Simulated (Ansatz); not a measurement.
# Bi (R-3m, 2 atoms in the cell): zone-centre modes under pressure, part 2 of 2

Aim: how do the optical modes of Bi (R-3m, 2 atoms in the cell) move with volume?

Ansatz 0.2.0; DFT LDA, scalar-relativistic, plane waves, PAW; PAW set soft_1.

So far, highest optical mode at the zone centre (no LO-TO term) (cm⁻¹): step 4 (zone-centre response at rest) 99.6.

The database entry behind the starting cell lists a temperature near 78 K, so it need not match the best structure at ambient conditions.

**5. Relaxation of a member: 1.06 times the volume at rest**

The cell is set to 1.06 times the volume at rest, and shape and atoms relax at that volume.

input.yaml

```yaml
crystal:
  lattice:
    - [2.2783184074, 1.3153877458, 3.9523716471]
    - [-2.2783184074, 1.3153877458, 3.9523716471]
    - [0.0, -2.6307754916, 3.9523716471]
  atoms:
    - { symbol: Bi, position: [0.235082743, 0.235082743, 0.235082743] }
    - { symbol: Bi, position: [0.764917257, 0.764917257, 0.764917257] }
kpoints:
  mp_grid: { grid: [12, 12, 12] }
hamiltonian:
  xc: lda
  pseudopotentials: { kind: paw, azcp: { folder: soft_1 }, xc_functional: pbe }
scf:
  occupations: { method: methfessel_paxton, width: 0.2 }
output:
  forces: true
  stress: true
  eigenvalues: true
relax:
  adjacent_minimum: "off"
  f_tol: 0.001
  max_steps: 60
  cell: { stress_tol: 0.01, fix: [volume] }
```

Run with:

```bash
> ansatz run input.yaml --threads 4 --pin off --max-ram 10240MiB --backend cpu --events-out ev --progress --plain --runs-dir out
```

Numbers of over 12 decimals in the logs are rounded to 6 here.

The log of the run:

```text
[...]
Crystal: 2 atoms, lattice volume = 71.069 Å³
Basis set: ecut = 420 eV, 1393 PW (Γ)
Bands: 19, of which v1, the nominal top of the filled ones, is band 15 counted from 1 (14 counted from 0)
Symmetry: 12 space group operations
[...]
k-points: 189 of 1728
[...]
k-point 188: bands = [... 11 lower, -0.7225, 8.3228, 8.6850, 8.6850, 9.9597, 9.9597, 9.9896, 16.1960]
--- Relaxed structure (4 steps of the walk, 4 accepted, 1 SCFs on fresh bases) ---
[...]
cell:  # Å, volume = 71.0685 Å³
    - [2.271084, 1.311211, 3.977593]
    - [-2.271084, 1.311211, 3.977593]
    - [0, -2.622422, 3.977593]
  atoms:
    - { symbol: Bi, position: [0.234016, 0.234016, 0.234016] }
    - { symbol: Bi, position: [0.765984, 0.765984, 0.765984] }
[key lines of the parts left out:]
SCF converged after 7 iterations
Free energy (F): -24175.658906 eV
Fermi energy:    9.216916 eV
P = ⅓ Tr σ = -2.0016 GPa (-20.016 kbar)
```

Elapsed: 14 s, on 4 threads of Arm Neoverse V2, shared host; peak memory 0.5 GiB; 52 s of CPU time.

Step by step:

| step | energy less that of the first step (eV) | largest force component (eV/Å) | pressure (GPa) | volume (Å³) |
| --- | --- | --- | --- | --- |
| 1 | 0.0000 | 0.0788 | -2.29 | 71.07 |
| 2 | -0.0009 | 0.0180 | -2.03 | 71.07 |
| 3 | -0.0011 | 0.0017 | -2.03 | 71.07 |
| 4 | -0.0012 | 0.0009 | -2.00 | 71.07 |
| 5* | -0.0012 | 0.0010 | -2.00 | 71.07 |

Relaxation steps marked * repeat the geometry before them on a plane-wave basis chosen anew for their cell, so energy and pressure can jump there.

Forces are held to the 12 operations that the run works with; a distortion that breaks them can't arise in this run.

| conventional cell, symmetrised | before | after | change |
| --- | --- | --- | --- |
| a (Å) | 4.557 | 4.542 | -0.3 % |
| b (Å) | 4.557 | 4.542 | -0.3 % |
| c (Å) | 11.857 | 11.933 | +0.6 % |
| volume (Å³/atom) | 35.53 | 35.53 | -0.0 % |

The atoms that moved most (Å, as changes of fractional coordinates times the final cell):

| atom | dx | dy | dz | length |
| --- | --- | --- | --- | --- |
| Bi1 | 0.000 | 0.000 | -0.013 | 0.013 |
| Bi2 | 0.000 | 0.000 | 0.013 | 0.013 |

Final coordinates:

```xyz
2
Lattice="2.2711 1.3112 3.9776 -2.2711 1.3112 3.9776 0.0000 -2.6224 3.9776" Properties=species:S:1:pos:R:3 pbc="T T T"
Bi    0.0000    0.0000    2.7925
Bi    0.0000    0.0000    9.1403
```

Numbers from this step:

```
pressure        : -2.002 GPa
volume per atom : 35.53 Å³
```

The largest force component left is 0.95 meV/Å, at a pressure of -2.00 GPa.

**6. Modes of this member: 1.06 times the volume at rest**

The zone-centre modes follow for 1.06 times the volume at rest.

input.yaml, the sections that differ from step 5:

```yaml
crystal:
  lattice:
    - [2.2710836626, 1.3112107639, 3.9775930388]
    - [-2.2710836626, 1.3112107639, 3.9775930388]
    - [0.0, -2.6224215279, 3.9775930388]
  atoms:
    - { symbol: Bi, position: [0.2340158487, 0.2340158487, 0.2340158487] }
    - { symbol: Bi, position: [0.7659841513, 0.7659841513, 0.7659841513] }
output:
  eigenvalues: true
phonons:
  method: dfpt
# kpoints, hamiltonian, scf: as in step 5
# relax: removed
```

The log of the run:

```text
[...]
Crystal: 2 atoms, lattice volume = 71.069 Å³
Basis set: ecut = 420 eV, 1381 PW (Γ), exchange–correlation on 64×64×64 points (8 copies of the dense FFT grid, shifted against one another)
Bands: 19, of which v1, the nominal top of the filled ones, is band 15 counted from 1 (14 counted from 0)
Symmetry: 12 space group operations
k-points: 476 of 1728 (irreducible under 2 space group operations, time reversal used)
[...]
SCF iter   1: F=—  HF=-24175.684614 eV  |F-HF|=—  |Δ(HF+E_count)|=         —  Δρ=1.17e-2  dr2=8.44e-2  ethr=3.10e-3  ⟨swp⟩=5.5  Hψ=43655  notcnv=0
[...]
SCF iter  11: F=-24175.658907 eV  HF=-24175.658907 eV  |F-HF|=3.64e-12  |Δ(HF+E_count)|=  7.28e-12  S|Δr|=    0.00e0  Δρ=5.75e-8  dr2=2.85e-12  ethr=1.00e-12  ⟨swp⟩=5.3  Hψ=35025  notcnv=0
SCF 1 converged in 11 iterations: F = -24175.658907 eV  dr2 = 2.85e-12
[...]
SCF converged after 11 iterations
[...]
Free energy (F): -24175.658907 eV
[...]
Internal energy: -24175.660288 eV  (E = F + TS)
E sigma→0 (E₀):  -24175.659252 eV
Entropy (-TS):   0.001382 eV (0.691 meV/atom)
Fermi energy:    9.216916 eV
[...]
--- Band table (eV; the first three rows and the last of 476) ---
  k-point 0: bands = [... 11 lower, 1.6271, 7.7410, 8.0758, 8.0758, 11.7290, 12.1661, 12.1661, 14.9075]
  k-point 1: bands = [... 11 lower, 1.4822, 7.7773, 8.0639, 8.0691, 11.6302, 11.8337, 12.0093, 14.6020]
  k-point 2: bands = [... 11 lower, 1.0796, 7.8367, 8.0558, 8.0801, 11.0459, 11.4348, 11.6119, 14.3278]
  k-point 475: bands = [... 11 lower, -0.7225, 8.3228, 8.6850, 8.6850, 9.9597, 9.9597, 9.9896, 16.1960]
[...]
ASR residual: 3.273e-4 → 0.000e0 eV/Å²; symmetrization residual: 2.762e-5 eV/Å²
  ASR residual per site (eV/Å²): 3.27e-4 3.27e-4
  Γ frequencies (cm⁻¹): 0.00 0.00 0.00 70.20 70.20 101.26
[...]
```

Wall time 32 s (4 threads); peak memory 1.8 GiB.

Numbers from this step:

* sum-rule residual before enforcement: 3.27e-4 eV/Å²
* highest optical mode at the zone centre (no LO-TO term): 101.3 cm⁻¹
* lowest optical zone-centre mode: 70.2 cm⁻¹

Patterns of degenerate modes are one choice out of their space. Modes at Γ:

| mode | frequency (cm⁻¹) | symmetry |
| --- | --- | --- |
| 1 | 0.0 | acoustic |
| 2 | 0.0 | acoustic |
| 3 | 0.0 | acoustic |
| 4 | 70.2 | Eg |
| 5 | 70.2 | Eg |
| 6 | 101.3 | A1g |

Displacements in mode 4 (70.2 cm⁻¹), the largest set to 1:
```
Bi1  0.00  1.00  0.00
Bi2  0.00 -1.00  0.00
```

Displacements in mode 6 (101.3 cm⁻¹), the largest set to 1:
```
Bi1  0.00  0.00  1.00
Bi2  0.00  0.00 -1.00
```

The lowest optical mode is real, 70.2 cm⁻¹, and the highest lies at 101.3 cm⁻¹.

**7. Relaxation of a member: 0.9 times the volume at rest**

The cell is set to 0.9 times the volume at rest, and shape and atoms relax at that volume.

input.yaml, the sections that differ from step 6:

```yaml
crystal:
  lattice:
    - [2.1868736132, 1.2625920693, 3.642301465]
    - [-2.1868736132, 1.2625920693, 3.642301465]
    - [0.0, -2.5251841385, 3.642301465]
  atoms:
    - { symbol: Bi, position: [0.241060623, 0.241060623, 0.241060623] }
    - { symbol: Bi, position: [0.758939377, 0.758939377, 0.758939377] }
output:
  forces: true
  stress: true
  eigenvalues: true
relax:
  adjacent_minimum: "off"
  f_tol: 0.001
  max_steps: 60
  cell: { stress_tol: 0.01, fix: [volume] }
# kpoints, hamiltonian, scf: as in step 6
# phonons: removed
```

The log of the run:

```text
[...]
Crystal: 2 atoms, lattice volume = 60.341 Å³
Basis set: ecut = 420 eV, 1207 PW (Γ)
Bands: 19, of which v1, the nominal top of the filled ones, is band 15 counted from 1 (14 counted from 0)
Symmetry: 12 space group operations
[...]
k-points: 189 of 1728
[...]
k-point 188: bands = [... 11 lower, 0.8616, 11.1931, 11.3012, 11.3012, 11.9379, 11.9379, 12.1177, 19.9917]
--- Relaxed structure (5 steps of the walk, 5 accepted, 1 SCFs on fresh bases) ---
[...]
cell:  # Å, volume = 60.3412 Å³
    - [2.190027, 1.264413, 3.631820]
    - [-2.190027, 1.264413, 3.631820]
    - [0, -2.528825, 3.631820]
  atoms:
    - { symbol: Bi, position: [0.242059, 0.242059, 0.242059] }
    - { symbol: Bi, position: [0.757941, 0.757941, 0.757941] }
[key lines of the parts left out:]
SCF converged after 6 iterations
Free energy (F): -24175.572284 eV
Fermi energy:    11.884103 eV
P = ⅓ Tr σ = 6.1175 GPa (61.175 kbar)
```

Run time: 11 s. Hardware: 4 threads; peak memory 0.47 GiB.

Step by step:

| step | energy less that of the first step (eV) | largest force component (eV/Å) | pressure (GPa) | volume (Å³) |
| --- | --- | --- | --- | --- |
| 1 | 0.0000 | 0.0707 | 6.31 | 60.34 |
| 2 | -0.0007 | 0.0073 | 6.11 | 60.34 |
| 3 | -0.0008 | 0.0010 | 6.12 | 60.34 |
| 4 | -0.0008 | 0.0036 | 6.11 | 60.34 |
| 5 | -0.0008 | 0.0002 | 6.12 | 60.34 |
| 6* | -0.0008 | 0.0002 | 6.12 | 60.34 |

Relaxation steps marked * repeat the geometry before them on a plane-wave basis chosen anew for their cell, so energy and pressure can jump there.

Forces are held to the 12 operations that the run works with; a distortion that breaks them can't arise in this run.

| conventional cell, symmetrised | before | after | change |
| --- | --- | --- | --- |
| a (Å) | 4.374 | 4.380 | +0.1 % |
| b (Å) | 4.374 | 4.380 | +0.1 % |
| c (Å) | 10.927 | 10.895 | -0.3 % |
| volume (Å³/atom) | 30.17 | 30.17 | +0.0 % |

The atoms that moved most (Å, as changes of fractional coordinates times the final cell):

| atom | dx | dy | dz | length |
| --- | --- | --- | --- | --- |
| Bi1 | 0.000 | 0.000 | 0.011 | 0.011 |
| Bi2 | 0.000 | 0.000 | -0.011 | 0.011 |

Final coordinates:

```xyz
2
Lattice="2.1900 1.2644 3.6318 -2.1900 1.2644 3.6318 0.0000 -2.5288 3.6318" Properties=species:S:1:pos:R:3 pbc="T T T"
Bi    0.0000    0.0000    2.6373
Bi    0.0000    0.0000    8.2581
```

Numbers from this step:

* pressure: 6.117 GPa
* volume per atom: 30.17 Å³

The largest force component left is 0.20 meV/Å, at a pressure of 6.12 GPa.

**8. Zone-centre modes of the member: 0.9 times the volume at rest**

The zone-centre modes follow for 0.9 times the volume at rest.

input.yaml, the sections that differ from step 7:

```yaml
crystal:
  lattice:
    - [2.1900271079, 1.2644127403, 3.6318196687]
    - [-2.1900271079, 1.2644127403, 3.6318196687]
    - [0.0, -2.5288254806, 3.6318196688]
  atoms:
    - { symbol: Bi, position: [0.2420589673, 0.2420589673, 0.2420589673] }
    - { symbol: Bi, position: [0.7579410327, 0.7579410327, 0.7579410327] }
output:
  eigenvalues: true
phonons:
  method: dfpt
# kpoints, hamiltonian, scf: as in step 7
# relax: removed
```

The log of the run:

```text
[...]
Crystal: 2 atoms, lattice volume = 60.341 Å³
Basis set: ecut = 420 eV, 1231 PW (Γ), exchange–correlation on 60×60×60 points (8 copies of the dense FFT grid, shifted against one another)
Bands: 19, of which v1, the nominal top of the filled ones, is band 15 counted from 1 (14 counted from 0)
Symmetry: 12 space group operations
k-points: 476 of 1728 (irreducible under 2 space group operations, time reversal used)
[...]
k-point 1: bands = [... 11 lower, 4.6344, 10.2208, 10.3022, 10.3782, 14.8044, 14.8850, 14.9622, 16.9110]
  k-point 2: bands = [... 11 lower, 3.9901, 10.3016, 10.3648, 10.5989, 14.0213, 14.2914, 14.3424, 16.7327]
  k-point 475: bands = [... 11 lower, 0.8616, 11.1931, 11.3012, 11.3012, 11.9379, 11.9379, 12.1177, 19.9917]
[...]
ASR residual: 3.270e-4 → 0.000e0 eV/Å²; symmetrization residual: 2.957e-5 eV/Å²
  ASR residual per site (eV/Å²): 3.27e-4 3.27e-4
  Γ frequencies (cm⁻¹): 0.00 0.00 0.00 47.40 47.40 89.02
[...]
[key lines of the parts left out:]
SCF converged after 9 iterations
Free energy (F): -24175.572285 eV
Fermi energy:    11.884103 eV
```

Run time: 26 s. Hardware: 4 threads; peak memory 1.6 GiB; 97 s of CPU time.

Numbers from this step:

```
highest optical mode at the zone centre (no LO-TO term) : 89.02 cm⁻¹
lowest optical zone-centre mode                         : 47.4 cm⁻¹
```

Patterns of degenerate modes are one choice out of their space. Modes at Γ:

| mode | frequency (cm⁻¹) | symmetry |
| --- | --- | --- |
| 1 | 0.0 | acoustic |
| 2 | 0.0 | acoustic |
| 3 | 0.0 | acoustic |
| 4 | 47.4 | Eg |
| 5 | 47.4 | Eg |
| 6 | 89.0 | A1g |

Displacements in mode 5 (47.4 cm⁻¹), the largest set to 1:
```
Bi1  0.00  1.00  0.00
Bi2  0.00 -1.00  0.00
```

Displacements in mode 6 (89.0 cm⁻¹), the largest set to 1:
```
Bi1  0.00  0.00 -1.00
Bi2  0.00  0.00  1.00
```

The lowest optical mode is real, 47.4 cm⁻¹, and the highest lies at 89.0 cm⁻¹.

For the highest optical mode at the zone centre (no LO-TO term), step 4 gave 99.6 cm⁻¹; this run, with volume ratio 0.9, gives 89.0 cm⁻¹ (-11 %).

**9. The series together**

The members are set side by side, also those not shown above.

Each row is one cell with its response, relaxed at fixed volume as far as symmetry leaves anything free; energies are extrapolated to zero smearing, and E0 is that at rest; shape and atoms are relaxed in each cell where symmetry leaves them free; all runs use 12×12×12 k points and Methfessel-Paxton smearing of 0.2 eV. State of the crystal along the series:

| volume ratio | V (Å³/atom) | pressure (GPa) | E - E0 (meV/atom) | first cell vector (Å) | third cell vector (Å) |
| --- | --- | --- | --- | --- | --- |
| 0.9 | 30.17 | 6.117 | 56.88 | 4.426 | 4.426 |
| 0.92 | 30.84 | 4.553 | 34.61 | 4.465 | 4.465 |
| 0.94 | 31.51 | 3.175 | 18.5 | 4.505 | 4.505 |
| 0.96 | 32.18 | 1.967 | 7.807 | 4.545 | 4.545 |
| 0.98 | 32.85 | 0.9162 | 1.851 | 4.587 | 4.587 |
| 0.99 | 33.19 | 0.4391 | 0.4493 | 4.608 | 4.608 |
| 1 | 33.52 | 0.001474 | 0 | 4.629 | 4.629 |
| 1.02 | 34.19 | -0.7796 | 1.682 | 4.673 | 4.673 |
| 1.04 | 34.86 | -1.442 | 6.374 | 4.718 | 4.718 |
| 1.06 | 35.53 | -2.002 | 13.61 | 4.764 | 4.764 |

Each mode is tracked from rest by its pattern, and modes that stay within 0.3 cm⁻¹ of each other stand once; shape and atoms are relaxed in each cell where symmetry leaves them free; all runs use 12×12×12 k points and Methfessel-Paxton smearing of 0.2 eV. Optical modes along the series:

| V (Å³/atom) | mode 4 Eg (cm⁻¹) | mode 6 A1g (cm⁻¹) |
| --- | --- | --- |
| 30.17 | 47.4 | 89.02 |
| 30.84 | 53.19 | 93.39 |
| 31.51 | 57.55 | 96.23 |
| 32.18 | 60.5 | 98.05 |
| 32.85 | 62.65 | 99.13 |
| 33.19 | 63.36 | 99.34 |
| 33.52 | 64.24 | 99.58 |
| 34.19 | 65.99 | 100 |
| 34.86 | 67.98 | 100.6 |
| 35.53 | 70.2 | 101.3 |

From cubic fits (parabolas where under five rows exist) of ln ω and P against ln V through the rows within about 4 % of rest: γ = −d ln ω / d ln V and dω/dP = γ ω / B. Slopes at rest:

| mode | fitted frequency at rest (cm⁻¹) | Grüneisen parameter γ | dω/dP (cm⁻¹/GPa) |
| --- | --- | --- | --- |
| mode 4 Eg | 64.3 | -1.27 | -1.93 |
| mode 6 A1g | 99.6 | -0.19 | -0.45 |

**10. What came out**

```json
{
 "members": "10",
 "highest optical mode at the zone centre (no LO-TO term), at rest": "99.58 cm⁻¹",
 "bulk modulus at rest": "42.3 GPa",
 "mode 4 Eg, γ": "-1.27",
 "mode 6 A1g, γ": "-0.19"
}
```

**Reading.** The series spans -2.0 to 6.1 GPa, and the slope at rest gives a bulk modulus of 42 GPa. Among the modes in the table of slopes γ runs from -1.27 (mode 4 Eg) to -0.19 (mode 6 A1g). A negative γ means that the mode softens under pressure. One k mesh and one cutoff serve the ground states and modes of all volumes. These are harmonic frequencies at zero temperature: anharmonic shifts, linewidths and thermal expansion are left out. Spin-orbit coupling is left out, which can matter for the heavy elements here. With no gap, or one that is small against the smearing, the frequencies hang on the k mesh and the smearing, most of all near Kohn anomalies. The PAW files were made for PBE; the program adapts parts of them to the functional of the run, but their partial waves stay those of PBE, an approximation that was not tested in this session. Only the zone centre was solved, so an instability at another wavevector cannot show here.

Comparison with the measured values:

| quantity | measured | LDA, PAW; PAW set soft_1 |
| --- | --- | --- |
| Raman mode, Eg (cm⁻¹) | 69 | 64 (-6.9 %) |
| Raman mode, A1g (cm⁻¹) | 94.5 | 100 (+5.4 %) |

Measured values from pmc:9323643 (2022).

How well it matches: The Raman mode is off by -6.9 %: fair agreement. The Raman mode is off by +5.4 %: fair agreement. The grades are ours: good and fair within 3 and 7 % for the Raman mode. Zero-point motion and thermal expansion are not in the computed Raman mode.

[Logs are printed without paths, hosts, clocks, repeated set-up lines and the standing remarks that a program may print on its own settings, such as how far it seeks lower states.]

[Hosts, paths, dates, database ids (printed as entryN), source tags and the programs' standing remarks are cut or masked in the printed files.]
